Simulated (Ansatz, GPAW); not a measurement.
# Optical response of Mg3Te2 (model structure), part 2 of 3

Aim: the dielectric function of Mg3Te2 (model structure), and the optical constants that follow from it. The cell was made here by substitution or stacking, whether or not such a phase is known. It was built so: All Ni replaced by Mg and Se replaced by Te in the R32 structure of Ni3Se2. The cell is first relaxed with Ansatz.

GPAW 26.7.0; DFT, revPBE, plane-wave PAW (GPAW data sets), scalar-relativistic, RPA, optical limit.

So far: The structure; Relaxation.

### Step 3. Ground state

First the ground state: is it a metal or has it a gap?

This step: DFT, revPBE, plane-wave PAW (GPAW data sets), scalar-relativistic, ground state (GPAW 26.7.0).

The input, gs.py:

```python
from ase import Atoms
from ase.dft.bandgap import bandgap
from gpaw import GPAW, PW, FermiDirac

atoms = Atoms(['Te', 'Te', 'Mg', 'Mg', 'Mg'],
              cell=[[3.713902877714, 2.144222826166, 3.419333338083],
                    [-3.713902877714, 2.144222826166, 3.419333338083],
                    [0.000000000000, -4.288445652411, 3.419333338033]],
              scaled_positions=[[0.728297599300, 0.728297599300, 0.728297599300],
                                [0.271702400700, 0.271702400700, 0.271702400700],
                                [0.234684733600, 0.765315266400, 0.500000000000],
                                [0.765315266400, 0.500000000000, 0.234684733600],
                                [0.500000000000, 0.234684733600, 0.765315266400]],
              pbc=[True, True, True])
atoms.calc = GPAW(mode=PW(450), xc='revPBE', kpts={'size': (4, 4, 4), 'gamma': True},
                  occupations=FermiDirac(0.05), maxiter=150, txt='gs.txt')
print('energy (eV)', atoms.get_potential_energy())
print('Fermi level (eV)', atoms.calc.get_fermi_level())
print('valence electrons', atoms.calc.get_number_of_electrons())
print('gap (eV)', bandgap(atoms.calc, output=None)[0])
print('direct gap (eV)', bandgap(atoms.calc, direct=True, output=None)[0])
atoms.calc.write('gs.gpw')
```

The run is started by

```bash
OMP_NUM_THREADS=1 python gs.py
```

Numbers of over 12 decimals in the logs are rounded to 6 here.

What it wrote:

```text
__  _  _
 | _ |_)|_||  |
 |__||  | ||/\| - 26.7.0

Versions:
  Python: 3.12.14
  ASE:    3.29.0
  Numpy:  2.5.5
  Scipy:  1.18.1
  Libxc:  7.0.0

Input parameters:
  mode=PW(ecut=450.000000),
  kpts=MonkhorstPack(size=(4, 4, 4), gamma=True),
  maxiter=150,
  occupations=Occupations(name='fermi-dirac', width=0.05, fixmagmom=False),
  xc=XC(name='revPBE')

Diagonalizing LCAO Hamiltonian
Converting LCAO to pw mode

             Te

                 Mg
        Mg
              Mg

             Te

Atoms  # Å, Bohr magnetons
|   | symbol |         x |         y |        z |    initial magnetic moments |
| 0 |     Te |  0.000000 | -0.000000 | 7.470877 | ( 0.0000,  0.0000,  0.0000) |
| 1 |     Te |  0.000000 | -0.000000 | 2.787123 | ( 0.0000,  0.0000,  0.0000) |
| 2 |     Mg | -1.970710 | -0.000000 | 5.129000 | ( 0.0000,  0.0000,  0.0000) |
| 3 |     Mg |  0.985355 |  1.706685 | 5.129000 | ( 0.0000,  0.0000,  0.0000) |
| 4 |     Mg |  0.985355 | -1.706685 | 5.129000 | ( 0.0000,  0.0000,  0.0000) |

Unit cell  # Å
| periodic |         x |         y |        z |  lengths |    angles |
|      yes |  3.713903 |  2.144223 | 3.419333 | 5.484761 | 85.239736 |
|      yes | -3.713903 |  2.144223 | 3.419333 | 5.484761 | 85.239736 |
|      yes |  0.000000 | -4.288446 | 3.419333 | 5.484761 | 85.239736 |

Number of symmetries: 6
Symmetry operations  # r_c * U_cc + t_c -> r_c
|   | kind |            matrix            |
| 0 |  E   |  1, 0, 0,  0, 1, 0,  0, 0, 1 |
| 1 |  C3  |  0, 1, 0,  0, 0, 1,  1, 0, 0 |
| 2 |  C3  |  0, 0, 1,  1, 0, 0,  0, 1, 0 |
| 3 |  C2  |  0, 0,-1,  0,-1, 0, -1, 0, 0 |
| 4 |  C2  |  0,-1, 0, -1, 0, 0,  0, 0,-1 |
| 5 |  C2  | -1, 0, 0,  0, 0,-1,  0,-1, 0 |

BZ-sampling:
  Number of BZ points: 64
  Number of IBZ points: 13

  Monkhorst-Pack size: [4, 4, 4]
  Monkhorst-Pack shift: [0.125, 0.125, 0.125]

K-points  # in reciprocal-cell coordinates
|     |                                coordinates |     weight |
|   0 | (  0.00000000,   0.00000000,   0.00000000) | 0.01562500 |
|   1 | (  0.25000000,   0.00000000,  -0.25000000) | 0.09375000 |
|   2 | (  0.25000000,   0.00000000,   0.00000000) | 0.09375000 |
|   3 | (  0.25000000,   0.25000000,  -0.25000000) | 0.09375000 |
|   4 | (  0.25000000,   0.25000000,   0.00000000) | 0.09375000 |
|   5 | (  0.25000000,   0.25000000,   0.25000000) | 0.03125000 |
|   6 | (  0.50000000,   0.00000000,   0.00000000) | 0.04687500 |
|   7 | (  0.50000000,   0.25000000,  -0.25000000) | 0.09375000 |
|   8 | (  0.50000000,   0.25000000,   0.00000000) | 0.18750000 |
|   9 | (  0.50000000,   0.25000000,   0.25000000) | 0.09375000 |
| ... |                                            |            |
|  12 | (  0.50000000,   0.50000000,   0.50000000) | 0.01562500 |

Plane wave coefficients: 3572
Cutoff: 450.000000 eV

Spin-components: 1 (collinear spins)
Bands:           30
Projectors:      25
Spin-degeneracy: 2
Datatype:        complex128

Parallelization:
  kpt:    1
  domain: 1
  band:   1

Density:
  Valence electrons: 42.0
  Components: 1
  Grid points: [27 27 27]
  Charge: 0.0  # |e|

Potential:
  Grid points: [27 27 27]

species:
  Te:
    name:    Tellurium
    id:
    Z:       52.0
    valence: 6
    core:    46
    charge:  0.0  # [|e|]
    compensation charges:
      type: gauss
      rc: 0.36  # [Å]
      lmax: 2
    cutoffs:
      filter: 2.09  # [Å]
      core: 3.17  # [Å]
    projectors
    | kind |    occ | energy [eV] | rcut [Å] |
    |   5s |  2.000 |     -15.027 |    1.180 |
    |   5p |  4.000 |      -5.913 |    1.196 |
    |    s |        |      12.185 |    1.180 |
    |    p |        |      21.299 |    1.196 |
    |    d |        |       0.000 |    1.238 |

    Using partial waves for Te as LCAO basis

  Mg:
    name:    Magnesium
    id:
    Z:       12.0
    valence: 10
    core:    2
    charge:  0.0  # [|e|]
    compensation charges:
      type: gauss
      rc: 0.33  # [Å]
      lmax: 2
    cutoffs:
      filter: 1.86  # [Å]
      core: 0.54  # [Å]
    projectors
    | kind |    occ | energy [eV] | rcut [Å] |
    |   2s |  2.000 |     -79.960 |    1.090 |
    |   3s |  2.000 |      -4.681 |    1.090 |
    |   2p |  6.000 |     -46.600 |    1.085 |
    |   3p |  0.000 |      -1.339 |    1.085 |
    |    d |        |       0.000 |    1.037 |

    Using partial waves for Mg as LCAO basis

Reference energy: -385950.116211  # eV

eigensolver:
  PPCG
  Converge bands: occupied
  niter=2

density mixing:
  MSR1-Mixer
  Pratt-step length: 0.05
  Maximum mixing coefficient: 0.75
  Old densities: 10
  SVD Regularization: 0.005
  Good broyden scale: 1.0
  Trust region scale: 1.0
  Backstep threshold: 4.0
  History deletion threshold: 6.0
  Fourier metric: weight=20.0, sigma=0.015

occupation numbers:
  Fermi-Dirac:
    width: 0.0500  # eV

poisson solver:
  ecut: 3600.000000  # eV

xc functional:
  name: revPBE with 2 nearest neighbor stencil

convergence criteria:
- Maximum [total energy] change in last 3 cyles: 0.0005 eV / valence electron
- Maximum integral of absolute [dens]ity change: 0.0001 electrons / valence electron
- Maximum integral of absolute [eigenst]ate change: 4e-08 eV^2 / valence electron
maximum number of iterations: 150

SCF iterations
|iter     |      energy | eigst |  dens |
|iter:   1||  -11.758554 | +0.27 |       |
|iter:   2||  -11.727965 | -1.69 | -1.37 |
|iter:   3||  -11.571509 | -1.56 | -1.40 |
|iter:   4||  -11.580846 | -2.54 | -1.93 |
|iter:   5||  -11.583000c| -3.12 | -2.38 |
|iter:   6||  -11.583134c| -4.35 | -3.09 |
|iter:   7||  -11.583156c| -5.15 | -3.46 |
|iter:   8||  -11.583156c| -6.36 | -4.23c|
|iter:   9||  -11.583155c| -7.04 | -4.64c|
|iter:  10||  -11.583155c| -7.70c| -5.24c|

Converged in 10 steps
SCF loop duration: 18.721 s (1.872 s/step)
Energy contributions relative to reference atoms: (reference = -385950.116211)

Energy contributions:
  Kinetic:          11.231771
  Coulomb:          -9.097005
  Zero:              0.335770
  External:          0.000000
  Xc:              -14.039128
  Entropy:          -0.029124
  Spinorbit:         0.000000
  ----------------------------
  Free energy:     -11.597717
  Extrapolated:    -11.583155

dipole moment: (-0.000000, 0.000000, -0.000290)  # |e|*Ang

Fermi level: 4.269
Eigenvalues  # (at kpt = [0.000, 0.000, 0.000])
| band index |      eig [eV] | occ [0-2] |
|          0 |       -73.301 |     2.000 |
|        ... |               |           |
|         15 |        -0.380 |     2.000 |
|         16 |        -0.189 |     2.000 |
|         17 |         1.236 |     2.000 |
|         18 |         1.449 |     2.000 |
|         19 |         1.449 |     2.000 |
|         20 |         2.688 |     2.000 |
|         21 |         3.310 |     2.000 |
|         22 |         3.310 |     2.000 |
|         23 |         6.652 |     0.000 |
|         24 |         6.652 |     0.000 |
|         25 |         6.963 |     0.000 |
|         26 |         7.914 |     0.000 |
|         27 |         7.914 |     0.000 |
|         28 |         8.220 |     0.000 |
|         29 |         8.220 |     0.000 |

No gap
No difference between direct/indirect transitions

--- standard output ---
energy (eV) -11.583155
Fermi level (eV) 4.269260
valence electrons 42.0
gap (eV) 0.0
direct gap (eV) 0.0
```

Elapsed: 20 s, on 1 thread of Arm Neoverse V2, shared host; peak memory 0.18 GiB.

Numbers from this step:

```
energy       : -11.58 eV
Fermi energy : 4.269 eV
electrons    : 42
```

There are states at the Fermi level within the smearing, so the occupations stay smeared and the carriers get a Drude term.

### Step 4. Bands for the response

The response needs many more empty bands than the density does.

This step: DFT, revPBE, plane-wave PAW (GPAW data sets), scalar-relativistic, bands at fixed density (GPAW 26.7.0).

The input, nscf.py:

```python
from ase.dft.bandgap import bandgap
from gpaw import GPAW, FermiDirac

calc = GPAW('gs.gpw').fixed_density(kpts={'size': (6, 6, 6), 'gamma': True}, nbands=79, convergence={'bands': 73},
                                    occupations=FermiDirac(0.05), txt='nscf.txt')
print('gap (eV)', bandgap(calc, output=None)[0])
print('direct gap (eV)', bandgap(calc, direct=True, output=None)[0])
print('top band over the Fermi level (eV)', min(calc.get_eigenvalues(kpt=k)[72] for k in range(len(calc.get_ibz_k_points()))) - calc.get_fermi_level())
calc.write('full.gpw', mode='all')
```

The run is started by

```bash
OMP_NUM_THREADS=1 python nscf.py
```

What it wrote:

```text
Diagonalizing LCAO Hamiltonian
Converting LCAO to pw mode
convergence criteria:
- Maximum integral of absolute [eigenst]ate change: 4e-08 eV^2 / valence electron
maximum number of iterations: 150

SCF iterations
|iter     |      energy | eigst |  dens |
|iter:   1||             | +3.55 |       |
|iter:   2||             | +2.74 |       |
|iter:   3||             | +2.07 |       |
|iter:   4||             | +1.44 |       |
|iter:   5||             | +1.07 |       |
|iter:   6||             | +0.69 |       |
|iter:   7||             | +0.42 |       |
|iter:   8||             | +0.07 |       |
|iter:   9||             | -0.18 |       |
|iter:  10||             | -0.56 |       |
|iter:  11||             | -0.85 |       |
|iter:  12||             | -1.24 |       |
|iter:  13||             | -1.55 |       |
|iter:  14||             | -1.95 |       |
|iter:  15||             | -2.27 |       |
|iter:  16||             | -2.66 |       |
[...]
|iter:  21||             | -4.42 |       |
|iter:  22||             | -4.79 |       |
|iter:  23||             | -5.13 |       |
|iter:  24||             | -5.54 |       |
|iter:  25||             | -5.89 |       |
|iter:  26||             | -6.38 |       |
|iter:  27||             | -6.69 |       |
|iter:  28||             | -7.15 |       |
|iter:  29||             | -7.51c|       |
SCF steps: 29
  __  _  _
 | _ |_)|_||  |
 |__||  | ||/\| - 26.7.0

Versions:
  Python: 3.12.14
  ASE:    3.29.0
  Numpy:  2.5.5
  Scipy:  1.18.1
  Libxc:  7.0.0

Input parameters:
  mode=PW(ecut=450.000000),
  convergence={'bands': 73},
  gpts=array([27, 27, 27]),
  kpts=MonkhorstPack(size=(6, 6, 6), gamma=True),
  maxiter=150,
  nbands=79,
  occupations=Occupations(name='fermi-dirac', width=0.05, fixmagmom=False),
  parallel={},
  xc=XC(name='revPBE')

--- standard output ---
gap (eV) 0.0
direct gap (eV) 0.0
top band over the Fermi level (eV) 19.996741
```

The job ended after 5.8 min (1 thread; peak memory 0.34 GiB).

### Step 5. Dielectric function, RPA

Local fields let the induced charge screen the field inside the cell, which as a rule lowers ε, most along directions where the density is uneven.

This step: DFT, revPBE, plane-wave PAW (GPAW data sets), scalar-relativistic, RPA, optical limit (GPAW 26.7.0).

The input, df.py:

```python
from gpaw.response.df import DielectricFunction

df = DielectricFunction('full.gpw', frequencies={'type': 'nonlinear', 'domega0': 0.03, 'omega2': 8},
                        ecut=30,
                        eta=0.05,
                        nbands=73,
                        rate=0.05,
                        txt='df.txt')
for direction in ['x', 'z']:
    df.get_dielectric_function(xc='RPA', direction=direction, filename=f'df_{direction}.csv')
```

The run is started by

```bash
OMP_NUM_THREADS=1 python df.py
```

What it wrote:

```text
Using integrator: PointIntegrator
NonLinearFrequencyDescriptor(from 0.000 to 100.485 eV, 541 points)
Nonperiodic BCs:  [False False False]
Using integrator: PointIntegrator
NonLinearFrequencyDescriptor(from 0.000 to 100.485 eV, 541 points)
Nonperiodic BCs:  [False False False]
Using integrator: PointIntegrator

Calculating chi0 body with:
    Ground state adapter containing:
    Number of spins: 1
    Number of kpoints: 216
    Number of irreducible kpoints: 32
    Number of completely occupied states: 20
    Number of partially occupied states: 23

    Linear response parametrization:
    q_c: [0.0, 0.0, 0.0]
    Number of frequency points: 541
    Planewave cutoff: 30.0
    Number of bands: 73
    Number of planewaves: 63
    Broadening (eta): 0.05

Integrating chi0 body.

Symmetries of q_c:
    Direct symmetries (Uq -> q): 6
    Indirect symmetries (TUq -> q): 6
In total 12 allowed symmetries.

32 groups of equivalent kpoints. 85.185185% reduction.

Integral kind: spectral function

Calculating chi0 optical extensions with:
    Ground state adapter containing:
    Number of spins: 1
    Number of kpoints: 216
    Number of irreducible kpoints: 32
    Number of completely occupied states: 20
    Number of partially occupied states: 23

    Linear response parametrization:
    Number of frequency points: 541
    Planewave cutoff: 30.0
    Number of bands: 73
    Number of planewaves: 63
    Broadening (eta): 0.05
Integrating chi0 head and wings.

Symmetries of q_c:
    Direct symmetries (Uq -> q): 6
    Indirect symmetries (TUq -> q): 6
In total 12 allowed symmetries.

32 groups of equivalent kpoints. 85.185185% reduction.

Integral kind: spectral function wings

Calculating drude chi0 with:
    Number of frequency points:541
    Plasma frequency decay rate: 0.05 eV

    Ground state adapter containing:
    Number of spins: 1
    Number of kpoints: 216
    Number of irreducible kpoints: 32
    Number of completely occupied states: 20
    Number of partially occupied states: 23

Symmetries of q_c:
    Direct symmetries (Uq -> q): 6
    Indirect symmetries (TUq -> q): 6
In total 12 allowed symmetries.

32 groups of equivalent kpoints. 85.185185% reduction.

Integral kind: intraband
Plasma frequency:
[[4.75-0.j 0.  +0.j 0.  +0.j]
 [0.  +0.j 4.75-0.j 0.  -0.j]
 [0.  +0.j 0.  -0.j 4.55+0.j]]
```

The job ended after 30 s (1 thread; peak memory 0.32 GiB).

Numbers from this step:

| Property | Result |
| --- | --- |
| centre of weight of the strongest loss peak in the window | 12.37 eV |

The Im ε has structure finer than the step of the table below, so its rows give means over 0.5 eV, whole bins alone (the curve runs from 0.305 to 19.9 eV). Peaks (eV: height): E ∥ x 0.88: 12.5, 1.21: 17.5, 1.52: 8.85, 1.91: 7.51, 3.30: 8.74, 4.65: 6.90; E ∥ z 1.14: 23.1, 1.70: 8.72, 3.47: 8.39.

Sum at mesh points, not converged in k. The Im ε by photon energy; means over each step:

```tsv
photon energy (eV)	E ∥ x	E ∥ z
1.0	10.6	13.9
1.5	7.10	8.76
2.0	5.20	4.33
2.5	2.85	2.79
3.0	5.12	3.30
3.5	6.66	6.56
4.0	5.28	6.41
4.5	6.31	5.21
5.0	5.72	5.55
5.5	4.30	4.29
6.0	2.91	3.73
6.5	2.79	2.85
7.0	2.50	2.73
7.5	2.28	2.07
8.0	1.94	1.29
8.5	1.45	1.20
9.0	1.10	0.882
9.5	0.846	0.706
10.0	0.670	0.600
10.5	0.539	0.553
11.0	0.458	0.523
11.5	0.423	0.481
12.0	0.350	0.387
12.5	0.335	0.360
13.0	0.322	0.323
13.5	0.284	0.306
14.0	0.250	0.288
14.5	0.257	0.259
15.0	0.274	0.302
15.5	0.251	0.270
16.0	0.241	0.248
16.5	0.227	0.238
17.0	0.224	0.223
17.5	0.220	0.224
18.0	0.222	0.199
18.5	0.223	0.210
19.0	0.203	0.192
19.5	0.206	0.216
```

(Continued in part 3 of 3.)

[Machine, clock and banner lines and Python warnings are left out of the logs.]

[Logs are printed without paths, hosts, clocks, repeated set-up lines and the standing remarks that a program may print on its own settings, such as how far it seeks lower states.]

[Hosts, paths, dates, database ids (printed as entryN), source tags and the programs' standing remarks are cut or masked in the printed files.]
